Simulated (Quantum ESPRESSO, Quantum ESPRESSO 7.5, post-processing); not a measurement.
## Cu(100), 5 layers against a metal electrode: a series in the charge of the slab

Aim: how the results for Cu(100), 5 layers against a metal electrode change with the charge of the slab.

Main program and level: Quantum ESPRESSO 7.5; plane-wave DFT, PBE, GBRV ultrasoft pseudopotentials.

Report form: the programs' logs are mostly left out.

### Step 1. The structure

It takes space group Fm-3m (No. 225, cubic). Conventional cell: a = 3.610 Å, b = 3.610 Å, c = 3.610 Å, α = 90.00°, β = 90.00°, γ = 90.00°. Nearest to Cu lie 12 Cu at 2.55 Å.

Set-up: The slab is relaxed neutral, then held. ESM with bc3: vacuum below and a metal electrode about 6 Å above the top atoms. Cold smearing of 0.02 Ry. Charges are set per cell from the starting area. The slabs take the lattice constants of the bulk relaxed by the same program.

Members 2, 3, 4.5, 6, 7 and 8 took the same steps and show in the table alone.

### Step 2. Relaxing cell and ions of the reference

The bulk crystal is relaxed in cell and atoms; the members are built on its lattice constants.

File ref.vc.in:

```
&control
  prefix = 'ref.vc'
  outdir = './out'
  pseudo_dir = './pseudo'
  nstep = 40
  forc_conv_thr = 0.0003
  calculation = 'vc-relax'
/
&system
  ibrav = 0
  nat = 1
  ntyp = 1
  ecutwfc = 50
  ecutrho = 250
  occupations = 'smearing'
  smearing = 'mv'
  degauss = 0.02
/
&electrons
  conv_thr = 1e-09
  mixing_beta = 0.4
  electron_maxstep = 120
/
&ions
/
&cell
  press_conv_thr = 0.3
/
ATOMIC_SPECIES
  Cu  63.5460  cu_pbe_v1.2.uspp.F.UPF
CELL_PARAMETERS angstrom
  0.00000000000000 1.80500000000000 1.80500000000000
  1.80500000000000 0.00000000000000 1.80500000000000
  1.80500000000000 1.80500000000000 0.00000000000000
ATOMIC_POSITIONS crystal
  Cu  0.000000000000 0.000000000000 0.000000000000
K_POINTS automatic
  19 19 19 0 0 0
```

Command:

```console
> OMP_NUM_THREADS=1 mpirun -n 4 pw.x -nk 4 -in ref.vc.in > ref.vc.out
```

Run time: 34 s. Hardware: 4 MPI ranks of Intel Xeon Platinum 8488C (Sapphire Rapids), shared host; peak memory 0.26 GiB; 2.3 min of CPU time.

Relaxation path:

```csv
step,energy less that of the first step (eV),largest force (eV/Å),volume (Å³)
1,0.0000,0.0000,11.76
2,-0.0004,0.0000,11.84
3,-0.0004,0.0000,11.85
4,-0.0004,0.0000,11.86
5,-0.0004,0.0000,11.86
6,-0.0013,0.0000,11.86
```

```csv
"conventional cell, symmetrised",before,after,change
a (Å),3.610,3.620,+0.3 %
b (Å),3.610,3.620,+0.3 %
c (Å),3.610,3.620,+0.3 %
volume (Å³/atom),11.76,11.86,+0.8 %
```

Final coordinates:

```cif
data_structure
_symmetry_space_group_name_H-M 'P 1'
_symmetry_Int_Tables_number 1
_cell_length_a 2.5598
_cell_length_b 2.5598
_cell_length_c 2.5598
_cell_angle_alpha 60.000
_cell_angle_beta 60.000
_cell_angle_gamma 60.000
_cell_volume 11.86
loop_
_atom_site_label
_atom_site_type_symbol
_atom_site_fract_x
_atom_site_fract_y
_atom_site_fract_z
_atom_site_occupancy
Cu1 Cu 0.00000 0.00000 0.00000 1
```

 The last row is no step: it is a fresh SCF in the final cell with a new plane-wave basis, -1 meV from the row before.

Read from the output:

* free energy: -5493.7590 eV
* Fermi energy: 16.04 eV

### Step 3. Relaxing the ions of the reference

What the set-up leaves free in this member is relaxed.

System of this step: Cu(100), 5 layers. The cell holds 5 atoms: 5 Cu. Cell: a = 2.560 Å, b = 2.560 Å, c = 22.283 Å, α = 90.0°, β = 90.0°, γ = 90.0°. It derives from Cu. Vacuum lies along c.

File ref.relax.in:

```
&control
  prefix = 'ref.relax'
  outdir = './out'
  pseudo_dir = './pseudo'
  nstep = 40
  forc_conv_thr = 0.001
  calculation = 'relax'
/
&system
  ibrav = 0
  nat = 5
  ntyp = 1
  ecutwfc = 40
  ecutrho = 200
  occupations = 'smearing'
  smearing = 'mv'
  degauss = 0.02
/
&electrons
  conv_thr = 1e-08
  mixing_beta = 0.4
  electron_maxstep = 120
  mixing_mode = 'local-TF'
/
&ions
/
ATOMIC_SPECIES
  Cu  63.5460  cu_pbe_v1.2.uspp.F.UPF
CELL_PARAMETERS angstrom
  2.55984472099479 0.00000000000000 0.00000000000000
  0.00000000000000 2.55984472099479 0.00000000000000
  0.00000000000000 0.00000000000000 22.28257990327977
ATOMIC_POSITIONS crystal
  Cu  0.000000000000 0.000000000000 0.337533753375
  Cu  0.500000000000 0.500000000000 0.418766876688
  Cu  0.000000000000 0.000000000000 0.500000000000 0 0 0
  Cu  0.500000000000 0.500000000000 0.581233123312
  Cu  0.000000000000 0.000000000000 0.662466246625
K_POINTS automatic
  12 12 1 0 0 0
```

Command:

```console
> OMP_NUM_THREADS=1 mpirun -n 4 pw.x -nk 4 -in ref.relax.in > ref.relax.out
```

It took 2.2 min on 4 MPI ranks; peak memory 0.56 GiB.

Relaxation path:

```csv
step,energy less that of the first step (eV),largest force (eV/Å)
1,0.0000,0.2284
2,-0.0028,0.1829
3,-0.0053,0.1358
4,-0.0076,0.0577
5,-0.0083,0.0097
```

The atoms that moved most (Å):

```csv
atom,dx,dy,dz,length
Cu2,0.000,0.000,-0.024,0.024
Cu4,0.000,0.000,0.024,0.024
Cu5,0.000,0.000,-0.017,0.017
Cu1,0.000,0.000,0.017,0.017
```

The relaxed structure:

```xyz
5
Lattice="2.5598 0.0000 0.0000 0.0000 2.5598 0.0000 0.0000 0.0000 22.2826" Properties=species:S:1:pos:R:3
Cu    0.0000    0.0000    7.5381
Cu    1.2799    1.2799    9.3072
Cu    0.0000    0.0000   11.1413
Cu    1.2799    1.2799   12.9754
Cu    0.0000    0.0000   14.7445
```

The relaxation lowers the energy by 2 meV an atom. On the free atoms the largest force ends at 0.010 eV/Å.

Read from the output:

| Property | Result |
| --- | --- |
| free energy | -27467.4755 eV |
| Fermi energy | 3.867 eV |

### Step 4. Self-consistent run, 0 ×10¹³ e/cm²

A run under open boundaries on these atoms gives the vacuum levels.

File m2.esm.in:

```
&control
  prefix = 'm2.esm'
  outdir = './out'
  pseudo_dir = './pseudo'
  calculation = 'scf'
  tprnfor = .true.
/
&system
  ibrav = 0
  nat = 5
  ntyp = 1
  ecutwfc = 40
  ecutrho = 200
  occupations = 'smearing'
  smearing = 'mv'
  degauss = 0.02
  assume_isolated = 'esm'
  esm_bc = 'bc3'
  tot_charge = 0.0
/
&electrons
  conv_thr = 1e-08
  mixing_beta = 0.25
  electron_maxstep = 160
  mixing_mode = 'local-TF'
  mixing_ndim = 12
/
ATOMIC_SPECIES
  Cu  63.5460  cu_pbe_v1.2.uspp.F.UPF
CELL_PARAMETERS angstrom
  2.55984472099479 0.00000000000000 0.00000000000000
  0.00000000000000 2.55984472099479 0.00000000000000
  0.00000000000000 0.00000000000000 22.28257990327977
ATOMIC_POSITIONS crystal
  Cu  0.000000000000 0.000000000000 -0.094388806446
  Cu  0.500000000000 0.500000000000 -0.014992646546
  Cu  0.000000000000 0.000000000000 0.067317160154
  Cu  0.500000000000 0.500000000000 0.149626966854
  Cu  0.000000000000 0.000000000000 0.229023126754
K_POINTS automatic
  12 12 1 0 0 0
```

Command:

```console
> OMP_NUM_THREADS=1 mpirun -n 4 pw.x -nk 4 -in m2.esm.in > m2.esm.out
```

The job ended after 1.9 min (4 MPI ranks; peak memory 0.56 GiB; 7.8 min of CPU time).

Numbers from this step:

- Fermi energy: -4.499 eV
- vacuum line at the lower end of the cell, over the Fermi level: 4.501 eV
- slope of the potential above: 1.26e-4 eV/Å
- vacuum line at the upper end of the cell, over the Fermi level: 4.499 eV

The potential energy, planar mean oscillates, so the rows of the table below give means over windows of 1.86 Å about each position, cut where the curve ends. Its maxima inside the range that stand out by 2 % of the span (Å: eV): -1.3: -1.96, 0.6: -1.37, 2.4: -1.38, 4.2: -1.95. Its minima: -2.1: -20.2, -0.3: -20.5, 1.5: -20.4, 3.4: -20.4, 5.1: -20.3.

Electrostatic potential energy of an electron; zero at the Fermi level. Potential energy, planar mean against z; means over each step:

z (Å), potential energy, planar mean (eV) and a bar from the least value:
```
   -10.21        4.5 ##############################
    -8.35        4.5 ##############################
    -6.49        4.5 ##############################
    -4.63        4.4 ##############################
    -2.77       -6.0 #########
    -0.91      -10.4 
     0.95       -9.8 #
     2.81       -9.8 #
     4.67      -10.0 #
     6.53        2.3 ##########################
     8.39        4.5 ##############################
    10.25        4.5 ##############################
```

Inside the slab this potential holds the local part of the pseudopotentials, which can be repulsive at the nuclei; only its value in the vacuum has a meaning of its own.

### Step 5. SCF with pw.x, 1 ×10¹³ e/cm²

m3.esm.in is the input of step 4 with these lines changed:

```diff
@@ -1,3 +1,3 @@
 &control
-  prefix = 'm2.esm'
+  prefix = 'm3.esm'
   outdir = './out'
@@ -18,3 +18,3 @@
   esm_bc = 'bc3'
-  tot_charge = 0.0
+  tot_charge = 0.00652
 /
@@ -26,2 +26,3 @@
   mixing_ndim = 12
+  startingpot = 'file'
 /
```

Command:

```console
> cp -r out/m2.esm.save out/m3.esm.save
> OMP_NUM_THREADS=1 mpirun -n 4 pw.x -nk 4 -in m3.esm.in > m3.esm.out
```

Run time: 67 s. Hardware: 4 MPI ranks; peak memory 0.56 GiB.

Numbers from this step:

* Fermi energy: -5.313 eV
* vacuum line at the lower end of the cell, over the Fermi level: 4.499 eV
* slope of the potential above: 0.1797 eV/Å
* vacuum line at the upper end of the cell, over the Fermi level: 5.313 eV

Inside the slab this potential holds the local part of the pseudopotentials, which can be repulsive at the nuclei; only its value in the vacuum has a meaning of its own.

### Step 6. SCF with pw.x, -1.5 ×10¹³ e/cm²

m1.esm.in is the input of step 5 with these lines changed:

```diff
@@ -1,3 +1,3 @@
 &control
-  prefix = 'm3.esm'
+  prefix = 'm1.esm'
   outdir = './out'
@@ -18,3 +18,3 @@
   esm_bc = 'bc3'
-  tot_charge = 0.00652
+  tot_charge = -0.00977
 /
```

Command:

```console
> cp -r out/m2.esm.save out/m1.esm.save
> OMP_NUM_THREADS=1 mpirun -n 4 pw.x -nk 4 -in m1.esm.in > m1.esm.out
```

Elapsed: 71 s, on 4 MPI ranks; peak memory 0.56 GiB; 4.7 min of CPU time.

Read from the output:

* Fermi energy: -3.295 eV
* vacuum line at the lower end of the cell, over the Fermi level: 4.504 eV
* slope of the potential above: -0.2690 eV/Å
* vacuum line at the upper end of the cell, over the Fermi level: 3.295 eV

Inside the slab this potential holds the local part of the pseudopotentials, which can be repulsive at the nuclei; only its value in the vacuum has a meaning of its own.

### Step 7. Self-consistent run, -3 ×10¹³ e/cm²

m0.esm.in is the input of step 6 with these lines changed:

```diff
@@ -1,3 +1,3 @@
 &control
-  prefix = 'm1.esm'
+  prefix = 'm0.esm'
   outdir = './out'
@@ -18,3 +18,3 @@
   esm_bc = 'bc3'
-  tot_charge = -0.00977
+  tot_charge = -0.01955
 /
```

Command:

```console
> cp -r out/m1.esm.save out/m0.esm.save
> OMP_NUM_THREADS=1 mpirun -n 4 pw.x -nk 4 -in m0.esm.in > m0.esm.out
```

The job ended after 68 s (4 MPI ranks; peak memory 0.56 GiB).

Read from the output:

| Item | Value |
| --- | --- |
| Fermi energy | -2.112 eV |
| vacuum line at the lower end of the cell, over the Fermi level | 4.508 eV |
| slope of the potential above | -0.5383 eV/Å |
| vacuum line at the upper end of the cell, over the Fermi level | 2.113 eV |

Inside the slab this potential holds the local part of the pseudopotentials, which can be repulsive at the nuclei; only its value in the vacuum has a meaning of its own.

### Step 8. The series side by side

The series in one table:

```csv
the charge of the slab (positive: electrons removed),electrode's level over the Fermi level (eV),far face's level over the Fermi level (eV),field in the gap (eV/Å)
-3 ×10¹³ e/cm²,2.113,4.508,-0.5383
-1.5 ×10¹³ e/cm²,3.295,4.504,-0.269
0 ×10¹³ e/cm²,4.499,4.501,0.0001263
1 ×10¹³ e/cm²,5.313,4.499,0.1797
2 ×10¹³ e/cm²,6.133,4.5,0.3591
3 ×10¹³ e/cm²,6.961,4.499,0.5387
4.5 ×10¹³ e/cm²,8.211,4.49,0.8079
6 ×10¹³ e/cm²,9.475,4.492,1.077
7 ×10¹³ e/cm²,10.32,4.498,1.257
8 ×10¹³ e/cm²,11.17,4.494,1.436
```

### Step 9. By hand

Last interval: C = Δσ/ΔV = 0.00099 e/Å² / 0.853 V × 1602 = 1.87 µF/cm².

### Step 10. What came out

```
mean capacitance at positive charge : 1.91 μF/cm²
effective gap ε₀/C                  : 4.63 Å
top atoms to electrode              : 6.04 Å
```

In words: The series holds 10 members; mean capacitance at positive charge: 1.91 μF/cm²; effective gap ε₀/C: 4.63 Å; top atoms to electrode: 6.04 Å (PBE, GBRV ultrasoft). Interval by interval C lies between 1.87 and 2.02 µF/cm². The far face's level moves by 0.02 eV over the series: the slab screens like a metal, and averaged over the positive charges the image plane lies 1.40 Å above the top atoms. Vacuum fills the gap; ions don't answer the charge; added electrons can spill towards the electrode at the most negative charges.

[Logs are printed without paths, hosts, clocks, repeated set-up lines and the standing remarks that a program may print on its own settings, such as how far it seeks lower states.]

[Hosts, paths, dates, database ids (printed as entryN), source tags and the programs' standing remarks are cut or masked in the printed files.]

[Maps of the electrostatic potential energy from Ansatz leave out the sawtooth potential of an applied field or a dipole correction, so their vacuum need not be flat; planar profiles and work functions include it.]
